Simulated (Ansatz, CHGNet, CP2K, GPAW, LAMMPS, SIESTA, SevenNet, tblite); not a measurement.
# SIESTA on annealed particle of LiCl with 30 % Na on Li sites (108 atoms): settings against a plane-wave reference

How do the settings of SIESTA change the result for annealed particle of LiCl with 30 % Na on Li sites (108 atoms)? A plane-wave run serves as the yardstick.

Calculated with SIESTA 5.4.2; the method is named at each step.

### 1. The structure

The cell holds 108 atoms: 54 Cl, 16 Na and 38 Li. Its edges and angles: a = 24.972 Å, b = 24.628 Å, c = 24.947 Å, α = 90.0°, β = 90.0°, γ = 90.0°. It derives from LiCl (rocksalt LiCl). 1 sphere(s) of radius 7.77 Å cut from rocksalt LiCl (a = 5.25 Å), 30 % of Li replaced at random by Na, in vacuum, ions removed to neutrality; annealed 20 ps at 610 K with the Lennard-Jones and Coulomb ion parameters for SPC/E (Joung and Cheatham, J. Phys. Chem. B 112, 9020 (2008)), full charges, cooled to 300 K. Vacuum lies along a, b and c.

The yardstick, on the same geometry:

* method: Kohn-Sham DFT, PBE, PAW, plane waves (Ansatz 0.2.0); cutoff 420 eV, Γ point, fermi-dirac smearing of 0.05 eV; PAW set soft_2
* r.m.s. force component: 0.1993 eV/Å
* longest force: 0.9358 eV/Å
* gap (highest filled to lowest empty level): 4.443 eV
* SCF cycles: 7
* time: 68 s on 16 threads of Arm Neoverse V2, shared host
* CPU time: 17 min

### 2. PBE, DZP, shift 0.01 Ry, mesh 500 Ry

Method: Kohn-Sham DFT, PBE, PseudoDojo 0.4.1 norm-conserving pseudopotentials (converted to PSML), numerical atomic orbitals (DZP), diagonalisation.

The .psml files are PseudoDojo norm-conserving potentials that we converted to this format, checked against plane waves on the same files for H, C, O, Si, Ge and Ca alone.

The input, input.fdf:

```
SystemLabel cell
NumberOfAtoms 108
NumberOfSpecies 3
%block ChemicalSpeciesLabel
  1 17 Cl
  2 11 Na
  3 3 Li
%endblock ChemicalSpeciesLabel
LatticeConstant 1.0 Ang
%block LatticeVectors
  24.97242 0.00000 0.00000
  0.00000 24.62796 0.00000
  0.00000 0.00000 24.94686
%endblock LatticeVectors
PAO.BasisSize DZP
PAO.EnergyShift 0.01 Ry
PAO.Polarization.NonPerturbative T
XC.Functional GGA
XC.Authors PBE
MeshCutoff 500 Ry
%block kgrid_Monkhorst_Pack
  1 0 0 0.0
  0 1 0 0.0
  0 0 1 0.0
%endblock kgrid_Monkhorst_Pack
SolutionMethod diagon
OccupationFunction FD
ElectronicTemperature 580 K
SCF.Mixer.Method Pulay
SCF.Mixer.Weight 0.05
SCF.Mixer.History 8
SCF.Mix Hamiltonian
MaxSCFIterations 300
SCF.DM.Tolerance 1e-04
SCF.H.Tolerance 1.0e-3 eV
WriteForces T
Write.HirshfeldPop T
Write.VoronoiPop T
Write.DM F
Write.H F
XML.Write F
AtomicCoordinatesFormat Fractional
%block AtomicCoordinatesAndAtomicSpecies
  0.34133 0.70796 0.37470 1
  0.42360 0.79849 0.55330 1
  0.36901 0.75480 0.47227 2
  0.58695 0.72436 0.49329 1
  0.37833 0.45655 0.47145 3
  0.69896 0.71601 0.44933 2
  0.31628 0.68203 0.53853 1
  0.24626 0.50485 0.28322 3
  0.25231 0.41306 0.31825 1
  0.29061 0.62895 0.43574 2
  0.24599 0.57732 0.34831 1
  0.28735 0.52118 0.56319 2
  0.32735 0.62577 0.29310 2
  0.47670 0.46635 0.43125 1
  0.43421 0.68575 0.35914 3
  0.64498 0.72320 0.35650 1
  0.56354 0.69580 0.40497 3
  0.45975 0.68566 0.45823 1
  0.48396 0.57382 0.43488 2
  0.43487 0.59224 0.31658 1
  0.73574 0.67396 0.54151 1
  0.75210 0.58985 0.50042 3
  0.32404 0.37987 0.26981 3
  0.52569 0.60934 0.28751 3
  0.32793 0.53040 0.23590 1
  0.52990 0.51552 0.24619 1
  0.59376 0.73460 0.27380 3
  0.51052 0.72127 0.31908 1
  0.41981 0.50545 0.26699 3
  0.73404 0.61398 0.40727 1
  0.27359 0.67336 0.62365 3
  0.34171 0.52001 0.75033 1
  0.39056 0.59261 0.69923 3
  0.23914 0.51072 0.70969 2
  0.23347 0.58927 0.63131 1
  0.41043 0.74677 0.63357 3
  0.35430 0.68234 0.68164 1
  0.50179 0.73866 0.53411 3
  0.48089 0.58167 0.74930 1
  0.42130 0.62095 0.55133 2
  0.49654 0.68727 0.62079 1
  0.52555 0.51980 0.65438 2
  0.38169 0.53880 0.61748 1
  0.54058 0.67197 0.71977 2
  0.63749 0.67538 0.67475 1
  0.30980 0.36718 0.57483 3
  0.39738 0.33402 0.58216 1
  0.37230 0.46062 0.67304 3
  0.62990 0.46672 0.44771 1
  0.54841 0.45773 0.50316 3
  0.28320 0.42714 0.64446 1
  0.43340 0.30010 0.49169 3
  0.28717 0.42325 0.49803 1
  0.58925 0.49623 0.35956 3
  0.52895 0.56355 0.53646 1
  0.60291 0.64293 0.56853 2
[... 48 atom lines left out ...]
  0.66946 0.21745 0.42095 3
  0.68795 0.30112 0.47524 1
  0.62069 0.26448 0.34331 1
  0.62316 0.36040 0.41186 2
%endblock AtomicCoordinatesAndAtomicSpecies
```

Started as:

```console
OMP_NUM_THREADS=1 mpirun -np 2 siesta < input.fdf > output.txt
```

What it wrote:

```text
Version         : 5.4.2
reinit: System Name:
reinit: System Label: cell
initatom: Reading input for the pseudopotentials and atomic orbitals ----------
Species number:   1 Atomic number:   17 Label: Cl
Species number:   2 Atomic number:   11 Label: Na
Species number:   3 Atomic number:    3 Label: Li
Ground state valence configuration (from tables):   3s02  3p05  3d00  4f00
Ground state valence configuration (from tables):   3s01  3p00  3d00  4f00
Ground state valence configuration (from tables):   2s01  2p00  3d00  4f00
---- Processing specs for species: Cl
GGA--PBE XC_GGA_X_PBE--XC_GGA_C_PBE pb
---- Processing specs for species: Na
GGA--PBE XC_GGA_X_PBE--XC_GGA_C_PBE pb
Semicore shell(s) with  8 electrons included in the valence for Na
---- Processing specs for species: Li
GGA--PBE XC_GGA_X_PBE--XC_GGA_C_PBE pb
Semicore shell(s) with  2 electrons included in the valence for Li
Semicore shell(s): 2s 2p
Fallback to non-perturbative polarization scheme for Na
Please see the manual if this is not desired in principle
Semicore shell(s): 1s
Cl pseudopotential only contains V_ls up to l=2 -- lmxkb reset.
Na pseudopotential only contains V_ls up to l=1 -- lmxkb reset.
Li pseudopotential only contains V_ls up to l=1 -- lmxkb reset.
Using PAO.SplitTailNorm
%block ChemicalSpeciesLabel
    1   17 Cl                      # Species index, atomic number, species label
    2   11 Na                      # Species index, atomic number, species label
    3    3 Li                      # Species index, atomic number, species label
%endblock ChemicalSpeciesLabel
%block PAO.Basis                 # Define Basis set
Cl                    3                    # Species label, number of l-shells
 n=3   0   2                         # n, l, Nzeta
   4.114      2.819
   1.000      1.000
 n=3   1   2                         # n, l, Nzeta
   5.047      3.483
[...]
n=3   2   1                         # n, l, Nzeta
   5.047
   1.000
Na                    4                    # Species label, number of l-shells
[...]
2.609
[...]
Li                    3                    # Species label, number of l-shells
[...]
n=2   0   2                         # n, l, Nzeta
   8.986      6.783
   1.000      1.000
 n=2   1   1                         # n, l, Nzeta
   8.986
   1.000
%endblock PAO.Basis
coor:   Atomic-coordinates input format  =     Fractional
siesta: System type = molecule
initatomlists: Number of atoms, orbitals, and projectors:    108  1074  1404
siesta: ******************** Simulation parameters ****************************
Total number of electrons:   636.000000
Total ionic charge:   636.000000
 Kpoints in:            1 . Kpoints trimmed:            1
siesta: k-grid: Number of k-points = 1
siesta: k-points from Monkhorst-Pack grid
siesta: k-cutoff (effective) =    12.314 Ang
siesta: k-point supercell and displacements
siesta: k-grid:     1     0     0      0.000
siesta: k-grid:     0     1     0      0.000
siesta: k-grid:     0     0     1      0.000
                     ====================================
                        Single-point calculation
                     ====================================
outcell: Unit cell vectors (Ang):
       24.972420    0.000000    0.000000
        0.000000   24.627960    0.000000
        0.000000    0.000000   24.946860
outcell: Cell vector modules (Ang)   :   24.972420   24.627960   24.946860
outcell: Cell angles (23,13,12) (deg):     90.0000     90.0000     90.0000
outcell: Cell volume (Ang**3)        :  15342.8119
new_DM -- step:     1
Initializing Density Matrix...
Attempting to read DM from file... Failed...
DM filled with atomic data:
InitMesh: MESH = 360 x 360 x 360 = 46656000
InitMesh: Mesh cutoff (required, used) =   500.000   574.362 Ry
stepf: Fermi-Dirac step function
        iscf     Eharris(eV)        E_KS(eV)     FreeEng(eV)     dDmax    Ef(eV) dHmax(eV)
   scf:    1   -51719.671917   -51578.446864   -51578.446864  0.880495 -6.038748  3.912948
   scf:    2   -51580.740836   -51579.612645   -51579.612645  0.012107 -6.053221  3.575699
   scf:    3   -51584.820170   -51583.964068   -51583.964068  0.114322 -2.933385  1.340768
[...]
scf:   11   -51584.351883   -51584.351881   -51584.351881  0.000174 -3.325041  0.000800
   scf:   12   -51584.351881   -51584.351881   -51584.351881  0.000061 -3.324560  0.000529
SCF Convergence by DM+H criterion
max |DM_out - DM_in|         :     0.0000614264
max |H_out - H_in|      (eV) :     0.0005291143
SCF cycle converged after 12 iterations
Using DM_out to compute the final energy and forces
siesta: E_KS(eV) =           -51584.3519
siesta: E_KS - E_eggbox =    -51584.3519
siesta: Atomic forces (eV/Ang):
     1    0.111249   -0.158433   -0.085977
     2    0.153978   -0.344836    0.216773
     3    0.124760   -0.328847    0.124982
[...]
107    0.109750   -0.053898    0.382012
   108   -0.130308   -0.057935   -0.090384
----------------------------------------
   Tot    0.014674    0.038510    0.012509
----------------------------------------
   Max    0.725480
   Res    0.222084    sqrt( Sum f_i^2 / 3N )
----------------------------------------
   Max    0.725480    constrained
Stress tensor Voigt[x,y,z,yz,xz,xy] (kbar):        3.94        4.18        4.70        0.09        0.06       -0.03
(Free)E + p*V (eV/cell)   -51625.2574
Target enthalpy (eV/cell)   -51584.3519
siesta: Program's energy decomposition (eV):
siesta: Ebs     =    -12697.885885
siesta: Eions   =     73192.755628
siesta: Ena     =     14891.307948
siesta: Ekin    =     25754.290577
siesta: Enl     =     -7905.361334
siesta: DEna    =       231.020746
siesta: DUscf   =        13.139243
siesta: Ex      =    -10634.653968
siesta: Ec      =      -741.339464
siesta: Exc     =    -11375.993432
siesta: Eharris =    -51584.351881
siesta: Etot    =    -51584.351881
siesta: FreeEng =    -51584.351881
siesta: Final energy (eV):
siesta:  Band Struct. =  -12697.885885
siesta:       Kinetic =   25754.290577
siesta:       Hartree =  133042.592896
siesta:         Exch. =  -10634.653968
siesta:         Corr. =    -741.339464
siesta:   Exch.-corr. =  -11375.993432
siesta:  Ion-electron = -292564.590360
siesta:       Ion-ion =   93559.348438
siesta:         Total =  -51584.351881
siesta:         Fermi =      -3.324560
siesta: Stress tensor (static) (eV/Ang**3):
siesta:     0.002458   -0.000016    0.000038
siesta:    -0.000016    0.002607    0.000055
siesta:     0.000038    0.000055    0.002934
siesta: Cell volume =      15342.811871 Ang**3
siesta: Pressure (static):
siesta:                Solid            Molecule  Units
siesta:          -0.00002904          0.00000001  Ry/Bohr**3
siesta:          -0.00266610          0.00000083  eV/Ang**3
siesta:          -4.27156754          0.00133267  kBar
    Orbital volume contribution        =          89.854203 eV
    (Free)E + p_basis*V_orbitals       =      -51494.497679 eV
    (Free)Eharris+ p_basis*V_orbitals  =      -51494.497679 eV
siesta: Electric dipole (a.u.)  =   -3.007923   -1.692261    0.590647
siesta: Electric dipole (Debye) =   -7.645379   -4.301299    1.501274
Hirshfeld Atomic Populations:
Atom #   charge [q] valence [e]  Species
     1    -0.235818    7.235818  Cl
     2    -0.256374    7.256374  Cl
     3     0.307312    8.692688  Na
     4    -0.196414    7.196414  Cl
     5     0.148967    2.851033  Li
     6     0.338410    8.661590  Na
[...]
8     0.202192    2.797808  Li
[...]
10     0.289597    8.710403  Na
[...]
15     0.065930    2.934070  Li
[...]
--------------------
 Total     0.000013
Voronoi Atomic Populations:
Atom #   charge [q] valence [e]  Species
[...]
94     0.378458    8.621542  Na
[...]
102     0.163845    2.836155  Li
[...]
105     0.255593    2.744407  Li
   106    -0.202319    7.202319  Cl
   107    -0.196442    7.196442  Cl
   108     0.292407    8.707593  Na
--------------------
 Total     0.000012
```

It took 5.4 min on 2 MPI ranks of Arm Neoverse V2, shared host; peak memory 8.3 GiB; 11 min of CPU time.

Banners, paths, timers and routine set-up lines are dropped from the logs unmarked, and long logs keep their key lines alone; longer cuts are marked.

Numbers from this run, and their distance from the reference:

* r.m.s. force component: 0.2221 eV/Å
* r.m.s. difference of force components: 63.26 meV/Å
* longest difference of force vectors: 230.4 meV/Å
* force difference over r.m.s. force: 31.74 %
* slope of forces against the reference's: 1.07
* correlation of force components: 0.9607
* gap (highest filled to lowest empty level): 4.334 eV
* gap difference: -0.1085 eV

This run lies far from the reference in forces at the same functional.

Length of the force difference by element (eV/Å):

```
element  atoms   mean  most
     Cl     54   0.11  0.23
     Li     38  0.066  0.16
     Na     16   0.11  0.22
```

Levels nearest the highest filled one (eV from it): -0.39, -0.38, -0.36, -0.36, -0.34, -0.29, -0.28, -0.26, -0.21, -0.14, -0.08, 0.00, 4.33, 4.54, 4.68, 4.72, 4.76, 4.83, 4.94, 5.00, 5.14, 5.20, 5.20, 5.28.

The surroundings of Li105, which bears the longest force, nearest first, numbered as they follow in the input and with coordinates relative to it.

```
 atom      x      y      z  distance (Å)  bonds  Hirshfeld charge (e)     Fx     Fy  Fz (eV/Å)
Li105   0.00   0.00   0.00          0.00      3                  0.27  -0.60   0.73       0.12
Cl104  -1.97  -0.46   1.25          2.38      4                 -0.18  -0.17  -0.33      -0.09
Cl106   0.46   2.06   1.35          2.51      4                 -0.20   0.26  -0.12       0.31
Cl107  -1.22   1.16  -1.94          2.56      4                 -0.20   0.11  -0.05       0.38
 Li74  -3.44   0.64  -0.53          3.54      5                  0.05   0.15   0.15       0.21
Na108  -1.16   3.52  -0.23          3.71      5                  0.25  -0.13  -0.06      -0.09
 Na60  -2.05   1.64   3.02          4.01      6                  0.21   0.03   0.09      -0.16
 Cl93  -3.71   2.72   0.81          4.67      5                 -0.10   0.19   0.07       0.13
 Li96   1.35   2.53   3.69          4.67      3                  0.25  -0.58   0.18      -0.15
```

Forces lie 32 % from the reference's, at 0.65 times its CPU time (on 2 against 16 cores).

### 3. PBE, SZ, shift 0.01 Ry, mesh 500 Ry

Method: Kohn-Sham DFT, PBE, PseudoDojo 0.4.1 norm-conserving pseudopotentials (converted to PSML), numerical atomic orbitals (SZ), diagonalisation.

input.fdf: that of step 2 with these lines changed.

```diff
@@ -14,3 +14,3 @@
 %endblock LatticeVectors
-PAO.BasisSize DZP
+PAO.BasisSize SZ
 PAO.EnergyShift 0.01 Ry
```

What it wrote:

```text
Version         : 5.4.2
reinit: System Name:
reinit: System Label: cell
initatom: Reading input for the pseudopotentials and atomic orbitals ----------
Species number:   1 Atomic number:   17 Label: Cl
Species number:   2 Atomic number:   11 Label: Na
Species number:   3 Atomic number:    3 Label: Li
Ground state valence configuration (from tables):   3s02  3p05  3d00  4f00
Ground state valence configuration (from tables):   3s01  3p00  3d00  4f00
Ground state valence configuration (from tables):   2s01  2p00  3d00  4f00
---- Processing specs for species: Cl
[... lines left out ...]
        iscf     Eharris(eV)        E_KS(eV)     FreeEng(eV)     dDmax    Ef(eV) dHmax(eV)
[... lines left out ...]
SCF Convergence by DM+H criterion
[... lines left out ...]
SCF cycle converged after 12 iterations
[... lines left out ...]
   Max    0.769703
[... lines left out ...]
   Max    0.769703    constrained
Stress tensor Voigt[x,y,z,yz,xz,xy] (kbar):        5.21        5.51        6.12        0.04        0.18       -0.02
[... lines left out ...]
siesta: FreeEng =    -51480.663069
[... lines left out ...]
siesta:         Fermi =      -2.209145
[... lines left out ...]
siesta:          -0.00003817          0.00000001  Ry/Bohr**3
siesta:          -0.00350504          0.00000083  eV/Ang**3
siesta:          -5.61569220          0.00133069  kBar
    Orbital volume contribution        =          39.120718 eV
    (Free)E + p_basis*V_orbitals       =      -51441.542351 eV
    (Free)Eharris+ p_basis*V_orbitals  =      -51441.542351 eV
siesta: Electric dipole (a.u.)  =   -3.166004   -2.569342    0.180840
siesta: Electric dipole (Debye) =   -8.047179   -6.530617    0.459649
Hirshfeld Atomic Populations:
Atom #   charge [q] valence [e]  Species
     1    -0.335547    7.335547  Cl
     2    -0.364901    7.364901  Cl
     3     0.372978    8.627022  Na
     4    -0.316621    7.316621  Cl
     5     0.291022    2.708978  Li
     6     0.400231    8.599769  Na
[...]
8     0.339466    2.660534  Li
[...]
10     0.371342    8.628658  Na
[...]
15     0.228730    2.771270  Li
[...]
--------------------
 Total     0.000003
Voronoi Atomic Populations:
Atom #   charge [q] valence [e]  Species
[...]
94     0.418410    8.581590  Na
[...]
102     0.331926    2.668074  Li
[...]
105     0.391423    2.608577  Li
   106    -0.315843    7.315843  Cl
   107    -0.335193    7.335193  Cl
   108     0.353257    8.646743  Na
--------------------
 Total     0.000002
```

Run time: 3.5 min. Hardware: 2 MPI ranks; peak memory 6.5 GiB.

Compared with the plane-wave run:

| Item | Value |
| --- | --- |
| r.m.s. force component | 0.2344 eV/Å |
| r.m.s. difference of force components | 125.4 meV/Å |
| longest difference of force vectors | 430.5 meV/Å |
| force difference over r.m.s. force | 62.92 % |
| slope of forces against the reference's | 0.9935 |
| correlation of force components | 0.8448 |
| gap (highest filled to lowest empty level) | 3.398 eV |
| gap difference | -1.045 eV |

This is a coarse setting, run to see what it loses.

Against the first run (32 %), the force difference from the reference is 63 %, at 0.63 times the CPU time, with 372 basis functions against 1074: the smaller basis costs accuracy.

(Continued in part 2 of 2.)

[Also dropped from logs without a mark: logging warnings of Python, and SIESTA's first energy breakdown and zero terms.]

[Logs are printed without paths, hosts, clocks, repeated set-up lines and the standing remarks that a program may print on its own settings, such as how far it seeks lower states.]

[Hosts, paths, dates, database ids (printed as entryN), source tags and the programs' standing remarks are cut or masked in the printed files.]
